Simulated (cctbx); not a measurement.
## A disordered crystal of nominal Cs2GeTe2S2

Cell a = 12.7780 Å, b = 11.9400 Å, c = 7.5930 Å, α = 90.00°, β = 90.00°, γ = 90.00°; space group Pnma (no. 62); nominal formula Cs2GeTe2S2.

Simulated single-crystal data (cctbx): Ag Kα, λ = 0.56087 Å, to d = 0.6 Å, 70 % of the full sphere, strongest reflection 70000 counts, noise from counting, a 2 % proportional error and a noise floor of 15 counts (s.d.); no absorption.

With every site full:

```text
Rint 0.025, 2908 unique reflections to 0.60 A
cycle     R1     wR2    GooF  max shift (A)
   1  0.1981  0.3981  18.914   0.00061
   2  0.0163  0.0391   1.856   0.00000
final R1 0.0163 wR2 0.0391 GooF 1.856  parameters 36  data/parameter 80.8
atom        x        y        z      Ueq    occ   su(xyz)  su(Uiso or U11)
Cs1    0.35070  0.55459  0.39510   0.0047  1.000  0.00002  0.0000
Te1    0.27209  0.25000  0.25238   0.0062  1.000  0.00003  0.0001
Te2    0.62351  0.75000  0.33230   0.0051  1.000  0.00003  0.0001
Ge1    0.56854  0.75000  0.99885   0.0098  1.000  0.00005  0.0001
S2     0.07310  0.07490  0.40990   0.0058  1.000  0.00007  0.0002
difference map: max 2.11 min -3.62 rms 0.26
Q1    0.0501  0.0776  0.4066    8    2.15  0.30 A from S2
Q2    0.0836  0.7145  0.4014    8    0.88  0.89 A from Ge1
Q3    0.1275  0.7500  0.4481    4    0.81  0.85 A from Ge1
Q4    0.0885  0.7500  0.1641    4    0.80  0.45 A from Te2
Q5    0.2437  0.2500  0.1687    4    0.79  0.73 A from Te1
Q6    0.2368  0.7500  0.7830    4    0.78  0.26 A from Te1
```

With the occupancies of the suspect sites free, each still typed as its main element:

```text
Rint 0.025, 2908 unique reflections to 0.60 A
cycle     R1     wR2    GooF  max shift (A)
   1  0.0976  0.2101   9.984   0.00009
  20  0.0106  0.0215   1.023   0.00001
final R1 0.0105 wR2 0.0214 GooF 1.015  parameters 38  data/parameter 76.5
atom        x        y        z      Ueq    occ   su(xyz)  su(Uiso or U11)
Cs1    0.35070  0.55460  0.39510   0.0049  1.000  0.00001  0.0000
Te1    0.27210  0.25000  0.25239   0.0063  1.000  0.00001  0.0000
Te2    0.62351  0.75000  0.33231   0.0053  1.000  0.00001  0.0000
Ge1    0.56851  0.75000  0.99883   0.0072  0.919  0.00003  0.0001
S2     0.07311  0.07491  0.40990   0.0078  1.064  0.00004  0.0001
su of occupancy Ge1: 0.001
su of occupancy S2: 0.002
difference map: max 0.97 min -0.97 rms 0.18
Q1    0.0754  0.0506  0.3891    8    0.98  0.33 A from S2
Q2    0.2318  0.2500  0.6467    4    0.86  1.86 A from Te2
Q3    0.1484  0.2500  0.6368    4    0.80  2.88 A from S2
Q4    0.0718  0.2500  0.7000    4    0.79  2.35 A from Ge1
Q5    0.0552  0.0695  0.0432    8    0.74  1.66 A from Cs1
Q6    0.1971  0.6515  0.6426    8    0.73  1.49 A from Te1
```

**Question.** What is the disorder?

X-rays count electrons. Ge1 refines to 0.919(0.001), or 29.4 electrons; the site truly holds 0.85 Ge and 0.15 S, 29.6 electrons, which is 0.925 of Ge; S2 refines to 1.064(0.002), or 17.0 electrons; the site truly holds 0.925 S and 0.075 Ge, 17.2 electrons, which is 1.075 of S. A value under 1 can't tell vacancies from a lighter guest, and one over 1 needs a heavier guest; chemistry or a second radiation must settle which. Occupancy correlates with U and the scale, and the two elements' form factors differ in shape, so the match is approximate.

Freeing them takes R1 from 0.0163 to 0.0105 and GooF from 1.86 to 1.01.

The model is made up (kin elements in a known structure type, no relaxation), so it says nothing on whether the phase exists.

[Middle refinement cycles are left out of these outputs.]

[Logs are printed without paths, hosts, clocks, repeated set-up lines and the standing remarks that a program may print on its own settings, such as how far it seeks lower states.]
